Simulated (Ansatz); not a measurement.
# ScTeN3 (model cell, started as cubic perovskite with Te in the octahedra): a soft mode frozen in, part 2 of 3

Wanted: the energy along a soft mode of ScTeN3 (model cell, started as cubic perovskite with Te in the octahedra) and the structure at the end.

Ansatz 0.2.0; DFT PBEsol, scalar-relativistic, plane waves, PAW; PAW set soft_1.

So far, highest frequency on the path or at a solved wavevector (cm⁻¹): step 2 (the dispersion) 985. Also lowest frequency on the path (cm⁻¹): step 2 -463.

The structure was built from a prototype and need not be the compound's stable phase.

**3. The mode frozen in, largest atomic shift 0 Å**

The mode followed lies at q = (-0.5, -0.5, -0.5) with frequency 463.0i cm⁻¹ and is 3-fold degenerate, the softest among the wavevectors solved. At small amplitude the distorted cell has space group no. 140 by a symmetry search on the positions. The undistorted cell that holds it gives the zero of energy on the same k mesh.

System of this step: ScTeN3 (model cell, started as cubic perovskite with Te in the octahedra). The structure is cubic, space group Pm-3m (No. 221). Conventional cell: a = 3.913 Å, b = 3.913 Å, c = 3.913 Å, α = 90.00°, β = 90.00°, γ = 90.00°. Nearest to Sc lie 12 N at 2.77 Å and 8 Te at 3.39 Å. Te has 6 N at 1.96 Å and 8 Sc at 3.39 Å nearest. Nearest to N lie 2 Te at 1.96 Å and 4 Sc at 2.77 Å. Farther neighbours and most contacts between anions are not listed.

The input, input.yaml:

```yaml
crystal:
  lattice:
    - [3.9131533689, 3.9131533689, 0.0]
    - [3.9131533689, 0.0, 3.9131533689]
    - [3.9131533689, 0.0, -3.9131533689]
  atoms:
    - { symbol: Sc, position: [0.0, 0.0, 0.0] }
    - { symbol: Sc, position: [0.0, 0.5, 0.5] }
    - { symbol: Te, position: [0.5, 0.25, 0.75] }
    - { symbol: Te, position: [0.5, 0.75, 0.25] }
    - { symbol: "N", position: [0.5, 0.5, 0.5] }
    - { symbol: "N", position: [0.5, 0.0, 0.0] }
    - { symbol: "N", position: [0.0, 0.0, 0.5] }
    - { symbol: "N", position: [0.0, 0.5, 0.0] }
    - { symbol: "N", position: [0.5, 0.5, 0.0] }
    - { symbol: "N", position: [0.5, 0.0, 0.5] }
kpoints:
  mp_grid: { grid: [10, 10, 10] }
hamiltonian:
  xc: pbesol
  pseudopotentials: { kind: paw, azcp: { folder: soft_1 }, xc_functional: pbe }
scf:
  occupations: { method: methfessel_paxton, width: 0.2 }
output:
  forces: true
  stress: true
  eigenvalues: true
```

The run is started by

```bash
$ ansatz run input.yaml --threads 8 --pin off --max-ram 16384MiB --backend cpu --events-out ev --progress --plain --runs-dir out
```

Numbers of over 12 decimals in the logs are rounded to 6 here.

The program printed:

```text
[...]
Crystal: 10 atoms, lattice volume = 119.842 Å³
Basis set: ecut = 420 eV, 2397 PW (Γ), exchange–correlation on 80×80×80 points (8 copies of the dense FFT grid, shifted against one another)
Bands: 52, of which v1, the nominal top of the filled ones, is band 42 counted from 1 (41 counted from 0)
Symmetry: 96 space group operations
[...]
k-points: 47 of 1000
[...]
k-point 0: bands = [... 38 lower, 11.4800, 11.4800, 13.3336, 13.3336, 13.3336, 13.7852, 13.7852, 14.2296, ... 6 higher]
  k-point 1: bands = [... 38 lower, 11.4529, 11.5174, 13.0710, 13.0710, 13.2774, 13.8938, 13.8938, 14.2872, ... 6 higher]
  k-point 2: bands = [... 38 lower, 11.5345, 11.6273, 12.6315, 12.6315, 13.1173, 14.0514, 14.0514, 14.4393, ... 6 higher]
  k-point 46: bands = [... 38 lower, 10.8502, 10.8829, 11.6778, 12.3011, 14.8343, 14.8626, 14.8827, 14.9332, ... 6 higher]
[key lines of the parts left out:]
SCF converged after 8 iterations
Free energy (F): -20291.859854 eV
Fermi energy:    12.901481 eV
P = ⅓ Tr σ = 0.0973 GPa (0.973 kbar)
```

The job ended after 3.2 s (8 threads of AMD EPYC 7R32 (Zen 2), shared host; peak memory 0.78 GiB).

Numbers from this step:

* pressure: 0.09731 GPa
* energy from the undistorted cell: 0 meV/atom

The run ends at a pressure of 0.10 GPa.

**4. The mode frozen in, largest atomic shift 0.6 Å**

The atoms are moved along the unstable eigenvector, the largest shift by 0.6 Å, with the cell fixed.

input.yaml, the sections that differ from step 3:

```yaml
crystal:
  lattice:
    - [3.9131533689, 3.9131533689, 0.0]
    - [3.9131533689, 0.0, 3.9131533689]
    - [3.9131533689, 0.0, -3.9131533689]
  atoms:
    - { symbol: Sc, position: [0.0, 0.0, 0.0] }
    - { symbol: Sc, position: [0.0, 0.5, 0.5] }
    - { symbol: Te, position: [0.5, 0.25, 0.75] }
    - { symbol: Te, position: [0.5, 0.75, 0.25] }
    - { symbol: "N", position: [0.5, 0.4233354863, 0.4233354863] }
    - { symbol: "N", position: [0.5, 0.0766645137, 0.0766645137] }
    - { symbol: "N", position: [0.0, 0.0, 0.5] }
    - { symbol: "N", position: [0.0, 0.5, 0.0] }
    - { symbol: "N", position: [0.5, 0.5766645137, -0.0766645137] }
    - { symbol: "N", position: [0.5, -0.0766645137, 0.5766645137] }
# kpoints, hamiltonian, scf, output: as in step 3
```

The program printed:

```text
[...]
Crystal: 10 atoms, lattice volume = 119.842 Å³
Basis set: ecut = 420 eV, 2397 PW (Γ), exchange–correlation on 80×80×80 points (8 copies of the dense FFT grid, shifted against one another)
Bands: 52, of which v1, the nominal top of the filled ones, is band 42 counted from 1 (41 counted from 0)
Symmetry: 16 space group operations
[...]
k-points: 102 of 1000
[...]
k-point 0: bands = [... 38 lower, 11.8496, 11.8496, 12.1902, 12.2183, 12.2183, 14.1437, 14.8359, 15.0509, ... 5 higher]
  k-point 1: bands = [... 38 lower, 11.5867, 11.8344, 12.1867, 12.2288, 12.5152, 14.1991, 14.8732, 15.0133, ... 5 higher]
  k-point 2: bands = [... 38 lower, 11.3887, 11.7847, 12.0707, 12.2064, 12.8823, 14.3459, 14.9809, 15.0948, ... 5 higher]
  k-point 101: bands = [... 38 lower, 10.7025, 11.6609, 11.7678, 11.7678, 14.7227, 14.7586, 14.8937, 15.1858, ... 5 higher]
[key lines of the parts left out:]
SCF converged after 8 iterations
Free energy (F): -20295.011006 eV
Fermi energy:    12.382703 eV
P = ⅓ Tr σ = -5.8034 GPa (-58.034 kbar)
```

The job ended after 5.4 s (8 threads; peak memory 0.95 GiB).

Numbers from this step:

```
pressure                         : -5.803 GPa
energy from the undistorted cell : -315.4 meV/atom
```

The energy, extrapolated to zero smearing, is -315.36 meV/atom against the undistorted cell.

The run ends at a pressure of -5.80 GPa, with forces up to 0.68 eV/Å.

**5. Energy along the mode, all amplitudes (two of the runs are shown above)**

An imaginary frequency means negative curvature, so the energy should fall and then rise again as anharmonic terms take over.

This step gave:

```yaml
depth_at_the_lowest_point_sampled: 315.4 meV/atom
largest_atomic_shift_at_that_point: 0.6 Å
```

Energy from the parent against largest atomic shift:

```
largest atomic shift (Å)  energy from the parent (meV/atom)
                   0.000                                  0
                   0.040                              -3.43
                   0.080                              -13.2
                   0.140                              -37.9
                   0.220                              -84.3
                   0.320                               -154
                   0.450                               -245
                   0.600                               -315
```

Displacement at unit largest shift by atom:

```
atom  x (Å)  y (Å)  z (Å)  size
 Sc1   0.00   0.00   0.00  0.00
 Sc2   0.00   0.00   0.00  0.00
 Te3   0.00   0.00   0.00  0.00
 Te4   0.00   0.00   0.00  0.00
  N5  -1.00   0.00   0.00  1.00
  N6   1.00   0.00   0.00  1.00
  N7   0.00   0.00   0.00  0.00
  N8   0.00   0.00   0.00  0.00
  N9   0.00   0.00   1.00  1.00
 N10   0.00   0.00  -1.00  1.00
```

The lowest of the steps tried is the last one, at 0.6 Å, 315 meV/atom below the parent; the bottom of the well need not coincide with a step.

**6. Relaxing from the distorted cell**

Starting from the lowest point found, all atoms and the cell are let go, so that strain and other modes of the same symmetry can join in.

Changes to input.yaml since step 4:

```diff
@@ -27 +27,10 @@
   eigenvalues: true
+  write_density: true
+  write_potential: true
+  elf: true
+  volumetric_format: npy
+relax:
+  adjacent_minimum: "off"
+  f_tol: 0.002
+  max_steps: 120
+  cell: { stress_tol: 0.03 }
```

The program printed:

```text
[...]
Crystal: 10 atoms, lattice volume = 119.842 Å³
Basis set: ecut = 420 eV, 2397 PW (Γ), exchange–correlation on 80×80×80 points (8 copies of the dense FFT grid, shifted against one another)
Bands: 52, of which v1, the nominal top of the filled ones, is band 42 counted from 1 (41 counted from 0)
Symmetry: 16 space group operations
[...]
k-points: 102 of 1000
[...]
SCF iter   1: F=—  HF=-20299.224098 eV  |F-HF|=—  |Δ(HF+E_count)|=         —  Δρ=9.25e-2  dr2=1.32e1  ethr=3.10e-3  ⟨swp⟩=6.0  Hψ=20497  notcnv=0
[...]
SCF iter   8: F=-20295.011006 eV  HF=-20295.011006 eV  |F-HF|=1.24e-8  |Δ(HF+E_count)|=   2.67e-9  S|Δr|=    0.00e0  Δρ=4.88e-6  dr2=2.93e-8  ethr=1.19e-10  ⟨swp⟩=18.4  Hψ=45040  notcnv=0
SCF 1 converged in 8 iterations: F = -20295.011006 eV  dr2 = 2.93e-8
[...]
relax step   1: F+E_penalty+E_count = -20295.01100619 eV  Δ(F+E_penalty+E_count) = +0.000e0 eV  max|allowed force component| = 6.752e-1 eV/Å  Δτ_max = 0.0000 Å  P = -5.803 GPa  Ω = 119.842 Å³  (8 SCF iters, dr2 threshold 1.00e-7 eV, accepted)
Crystal: 10 atoms, lattice volume = 113.170 Å³
Basis set: ecut = 420 eV, 2189 PW (Γ), exchange–correlation on 80×80×80 points (8 copies of the dense FFT grid, shifted against one another)
[...]
SCF iter   6: F=-20295.282003 eV  HF=-20295.282004 eV  |F-HF|=3.98e-7  |Δ(HF+E_count)|=   1.50e-7  S|Δr|=    0.00e0  Δρ=1.99e-5  dr2=6.74e-7  ethr=1.19e-9  ⟨swp⟩=15.5  Hψ=47754  notcnv=0
SCF 2 converged in 6 iterations: F = -20295.282003 eV  dr2 = 6.74e-7
  Residual-converged pass: ⟨swp⟩=1.0  Hψ=5712  notcnv=0  max |occ|·‖R‖ = 7.1e-9 eV (tolerance 1.0e-8 eV)  dr2=6.74e-7  dr2_onsite=3.16e-8  max |Δocc| = 1.3e-10
[...]
relax step   2: F+E_penalty+E_count = -20295.28200343 eV  Δ(F+E_penalty+E_count) = -2.710e-1 eV  max|allowed force component| = 6.121e-1 eV/Å  Δτ_max = 0.1396 Å  P = +3.995 GPa  Ω = 113.170 Å³  energy of the carried Pulay correction = +1.352e-2 eV  (6 SCF iters, dr2 threshold 1.00e-6 eV, accepted)
Crystal: 10 atoms, lattice volume = 115.518 Å³
Basis set: ecut = 420 eV, 2229 PW (Γ), exchange–correlation on 80×80×80 points (8 copies of the dense FFT grid, shifted against one another)
[...]
SCF iter   5: F=-20295.352663 eV  HF=-20295.352663 eV  |F-HF|=1.85e-7  |Δ(HF+E_count)|=   3.66e-6  S|Δr|=    0.00e0  Δρ=2.82e-5  dr2=6.53e-7  ethr=1.19e-9  ⟨swp⟩=13.0  Hψ=46881  notcnv=0
SCF 3 converged in 5 iterations: F = -20295.352663 eV  dr2 = 6.53e-7
relax step   3: F+E_penalty+E_count = -20295.35266307 eV  Δ(F+E_penalty+E_count) = -7.066e-2 eV  max|allowed force component| = 3.238e-3 eV/Å  Δτ_max = 0.0512 Å  P = -0.322 GPa  Ω = 115.518 Å³  energy of the carried Pulay correction = +8.676e-3 eV  (5 SCF iters, dr2 threshold 1.00e-6 eV, accepted)
[...]
relax step   4: F+E_penalty+E_count = -20295.35940757 eV  Δ(F+E_penalty+E_count) = -6.744e-3 eV  max|allowed force component| = 3.001e-2 eV/Å  Δτ_max = 0.0036 Å  P = -0.043 GPa  Ω = 115.279 Å³  energy of the carried Pulay correction = +9.164e-3 eV  (5 SCF iters, dr2 threshold 1.00e-6 eV, accepted)
[...]
relax step   5: F+E_penalty+E_count = -20295.36112995 eV  Δ(F+E_penalty+E_count) = -1.722e-3 eV  max|allowed force component| = 6.878e-3 eV/Å  Δτ_max = 0.0022 Å  P = +0.079 GPa  Ω = 115.144 Å³  energy of the carried Pulay correction = +9.440e-3 eV  (5 SCF iters, dr2 threshold 1.00e-6 eV, accepted)
[...]
relax step   6: F+E_penalty+E_count = -20295.36103597 eV  Δ(F+E_penalty+E_count) = +9.397e-5 eV  max|allowed force component| = 4.645e-4 eV/Å  Δτ_max = 0.0007 Å  P = -0.011 GPa  Ω = 115.200 Å³  energy of the carried Pulay correction = +9.326e-3 eV  (4 SCF iters, dr2 threshold 2.23e-8 eV, accepted)
[...]
relax step   7: F+E_penalty+E_count = -20295.35526425 eV  Δ(F+E_penalty+E_count) = +5.772e-3 eV  max|allowed force component| = 1.559e-4 eV/Å  Δτ_max = 0.0000 Å  P = -0.092 GPa  Ω = 115.200 Å³  stress off target by 1.49e-1 GPa  SCF on the basis re-selected at this cell (its energy is not comparable with the rows above)  (6 SCF iters)
[...]
relax step   8: F+E_penalty+E_count = -20295.35543406 eV  Δ(F+E_penalty+E_count) = -1.698e-4 eV  max|allowed force component| = 4.838e-6 eV/Å  Δτ_max = 0.0001 Å  P = +0.001 GPa  Ω = 115.137 Å³  energy of the carried Pulay correction = +1.281e-4 eV  (4 SCF iters, dr2 threshold 5.59e-8 eV, accepted)
[...]
SCF iter   5: F=-20295.355280 eV  HF=-20295.355280 eV  |F-HF|=7.28e-12  |Δ(HF+E_count)|=  4.00e-11  S|Δr|=    0.00e0  Δρ=1.20e-7  dr2=1.40e-11  ethr=1.00e-12  ⟨swp⟩=7.3  Hψ=28310  notcnv=0
SCF 9 converged in 5 iterations: F = -20295.355280 eV  dr2 = 1.40e-11
relax step   9: F+E_penalty+E_count = -20295.35528005 eV  Δ(F+E_penalty+E_count) = +1.540e-4 eV  max|allowed force component| = 1.177e-5 eV/Å  Δτ_max = 0.0000 Å  P = +0.000 GPa  Ω = 115.137 Å³  stress off target by 1.74e-3 GPa  SCF on the basis re-selected at this cell (its energy is not comparable with the rows above)  (5 SCF iters)
[...]
SCF converged after 5 iterations
[...]
Free energy (F): -20295.355280 eV
[...]
Internal energy: -20295.368884 eV  (E = F + TS)
E sigma→0 (E₀):  -20295.358681 eV
Entropy (-TS):   0.013604 eV (1.360 meV/atom)
Fermi energy:    13.063390 eV
Step filling:    the computed levels leave a gap of 0.0738 eV = 0.4 smearing widths at the electron count; against every level under it full and every level over it empty, smearing changes F+E_penalty+E_count by +5.537 meV and its σ→0 estimate by +2.136 meV
[...]
--- Forces (eV/Å), atoms counted from 1 ---
  atom   1  Sc    -0.00000000    -0.00000000     0.00000000
  atom   2  Sc     0.00000000     0.00000000     0.00000000
  atom   3  Te     0.00000000     0.00000000     0.00000000
  atom   4  Te     0.00000000     0.00000000    -0.00000000
  atom   5  N     -0.00001177    -0.00000000     0.00000000
  atom   6  N      0.00001177     0.00000000     0.00000000
  atom   7  N      0.00000000     0.00000000    -0.00000000
  atom   8  N     -0.00000000    -0.00000000     0.00000000
  atom   9  N      0.00000000    -0.00000000     0.00001177
  atom  10  N     -0.00000000    -0.00000000    -0.00001177
  max |Σ_I F_I| component: 6.94e-18 eV/Å
--- Stress (GPa, compression-positive) ---
       -0.000631      -0.000000      -0.000000
       -0.000000       0.001737       0.000000
       -0.000000       0.000000      -0.000631
  P = ⅓ Tr σ = 0.0002 GPa (0.002 kbar)
--- Band table (eV; the first three rows and the last of 102) ---
  k-point 0: bands = [... 38 lower, 12.7081, 12.7081, 12.8495, 12.8495, 13.1071, 14.7720, 15.7995, 15.9588, ... 6 higher]
  k-point 1: bands = [... 38 lower, 12.4671, 12.6530, 12.7334, 12.8382, 13.5359, 14.8294, 15.8192, 15.9156, ... 6 higher]
  k-point 2: bands = [... 38 lower, 12.1599, 12.5207, 12.7332, 12.7614, 13.9603, 14.9884, 15.8850, 16.0403, ... 6 higher]
  k-point 101: bands = [... 38 lower, 11.4134, 11.9795, 12.8122, 12.8122, 15.4917, 15.5904, 15.6548, 15.7449, ... 6 higher]
--- Relaxed structure (7 steps of the walk, 7 accepted, 2 SCFs on fresh bases) ---
  F+E_penalty+E_count = -20295.35528005 eV   max|allowed force component| = 1.177e-5 eV/Å   (the final SCF, on the basis selected at the relaxed cell)
  cell:  # Å, volume = 115.1372 Å³
    - [3.799515, 3.987764, 0]
    - [3.799515, 0, 3.799515]
    - [3.799515, 0, -3.799515]
  atoms:
    - { symbol: Sc, position: [0, -4.543884165153638e-19, -1.141512363441034e-18] }
    - { symbol: Sc, position: [0, 0.5, 0.5] }
    - { symbol: Te, position: [0.500000, 0.250000, 0.75] }
    - { symbol: Te, position: [0.500000, 0.75, 0.250000] }
    - { symbol: N, position: [0.500000, 0.411747, 0.411747] }
    - { symbol: N, position: [0.500000, 0.088253, 0.088253] }
    - { symbol: N, position: [0, 0.0, 0.5] }
    - { symbol: N, position: [0, 0.5, 0.0] }
    - { symbol: N, position: [0.500000, 0.588253, -0.088253] }
    - { symbol: N, position: [0.500000, -0.088253, 0.588253] }
```

The job ended after 65 s (8 threads; peak memory 1 GiB).

The steps of the relaxation:

```
step  energy less that of the first step (eV)  largest force component (eV/Å)  pressure (GPa)  volume (Å³)
   1                                   0.0000                          0.6752           -5.80       119.84
   2                                  -0.2710                          0.6121            4.00       113.17
   3                                  -0.3417                          0.0032           -0.32       115.52
   4                                  -0.3484                          0.0300           -0.04       115.28
   5                                  -0.3501                          0.0069            0.08       115.14
   6                                  -0.3500                          0.0005           -0.01       115.20
  7*                                  -0.3443                          0.0002           -0.09       115.20
   8                                  -0.3444                          0.0000            0.00       115.14
  9*                                  -0.3443                          0.0000            0.00       115.14
```

Relaxation steps marked * repeat the geometry before them on a plane-wave basis chosen anew for their cell, so energy and pressure can jump there.

Forces are held to the 16 operations that the run works with; a distortion that breaks them can't arise in this run.

```
conventional cell, symmetrised  before  after  change
                         a (Å)   5.534  5.373  -2.9 %
                         b (Å)   5.534  5.373  -2.9 %
                         c (Å)   7.826  7.976  +1.9 %
              volume (Å³/atom)   11.98  11.51  -3.9 %
```

The atoms that moved most (Å, as changes of fractional coordinates times the final cell):

```
atom      dx     dy      dz  length
 N10   0.000  0.000  -0.088   0.088
  N6   0.088  0.000   0.000   0.088
  N9   0.000  0.000   0.088   0.088
  N5  -0.088  0.000   0.000   0.088
```

The relaxed structure:

```xyz
10
Lattice="3.7995 3.9878 0.0000 3.7995 0.0000 3.7995 3.7995 0.0000 -3.7995" Properties=species:S:1:pos:R:3 pbc="T T T"
Sc    0.0000    0.0000    0.0000
Sc    3.7995    0.0000    0.0000
Te    5.6993    1.9939   -1.8998
Te    5.6993    1.9939    1.8998
N     5.0286    1.9939    0.0000
N     2.5704    1.9939    0.0000
N     1.8998    0.0000   -1.8998
N     1.8998    0.0000    1.8998
N     3.7995    1.9939    2.5704
N     3.7995    1.9939   -2.5704
```

This step gave:

| Property | Result |
| --- | --- |
| pressure | 1.58e-4 GPa |
| volume per atom | 11.51 Å³ |
| gap on the k-mesh | 0.07380 eV |

ELF in the ac plane of the conventional cell at fractional y = 0.000, with atoms of Sc and Te and N within 0.2 Å of it. It is the smooth field of the valence electrons, not physical close to the nuclei.

Ten even steps from '0' (0.03) to '9' (0.81), each cell a mean:
```
013467513665320
223245312553232
542111111111245
985202576301478
599415746722797
289516614722895
797303767611698
764101344201257
332223101232233
123356413664321
013467523775320
013467523665320
222245312553232
542111111111245
985202566301478
599415746722796
289516714722895
797303767611698
764101344201257
332233201232233
123356413664321
013467523775420
```
Columns run along a (5.4 Å), rows up along c (8.0 Å), edges of the conventional cell, whose origin can differ from the input's. Atoms in or near the plane, at fractional coordinates: Sc at (0.50, 0.75), Sc at (0.50, 0.25), Te at (0.00, 0.00), Te at (0.00, 0.50), N at (0.00, 0.25), N at (0.00, 0.75).

Valence density in the ac plane of the conventional cell at fractional y = 0.000, with atoms of Sc and Te and N within 0.2 Å of it. It is the smooth field of the valence electrons, not physical close to the nuclei.

Values in e/Å³, 22 rows by 15 columns, each cell a mean:
```
13  6  1  0  0  0  0  0  0  0  0  0  1  3 10
 3  2  1  0  0  0  0  0  0  0  0  0  0  1  3
 1  1  0  0  0  0  0  0  0  0  0  0  0  0  1
 2  1  0  0  0  0  1  3  2  1  0  0  0  1  1
 3  2  1  0  0  1  4  7  6  2  0  0  0  1  3
 3  2  1  0  0  1  5  8  7  3  0  0  0  2  3
 2  1  1  0  0  1  3  5  4  1  0  0  0  1  2
 1  1  0  0  0  0  1  1  1  0  0  0  0  1  1
 1  1  0  0  0  0  0  0  0  0  0  0  0  1  1
 7  3  1  0  0  0  0  0  0  0  0  0  0  2  6
16  7  1  1  0  0  0  0  0  0  1  0  1  3 13
13  6  1  0  0  0  0  0  0  0  0  0  1  3 10
 3  2  1  0  0  0  0  0  0  0  0  0  0  1  3
 1  1  0  0  0  0  0  0  0  0  0  0  0  0  1
 2  1  0  0  0  0  1  3  2  1  0  0  0  1  1
 3  2  1  0  0  1  4  7  6  2  0  0  0  1  3
 3  2  1  0  0  1  5  8  7  3  0  0  0  2  3
 2  1  1  0  0  1  3  5  4  1  0  0  0  1  2
 1  1  0  0  0  0  1  1  1  0  0  0  0  1  1
 1  1  0  0  0  0  0  0  0  0  0  0  0  1  1
 7  3  1  0  0  0  0  0  0  0  0  0  0  2  6
16  7  1  1  0  0  0  0  0  0  1  0  1  3 13
```
Columns run along a (5.4 Å), rows up along c (8.0 Å), edges of the conventional cell, whose origin can differ from the input's. Atoms in or near the plane, at fractional coordinates: Sc at (0.50, 0.75), Sc at (0.50, 0.25), Te at (0.00, 0.00), Te at (0.00, 0.50), N at (0.00, 0.25), N at (0.00, 0.75).

[end of part 2 of 3]

[Logs are printed without paths, hosts, clocks, repeated set-up lines and the standing remarks that a program may print on its own settings, such as how far it seeks lower states.]

[Hosts, paths, dates, database ids (printed as entryN), source tags and the programs' standing remarks are cut or masked in the printed files.]
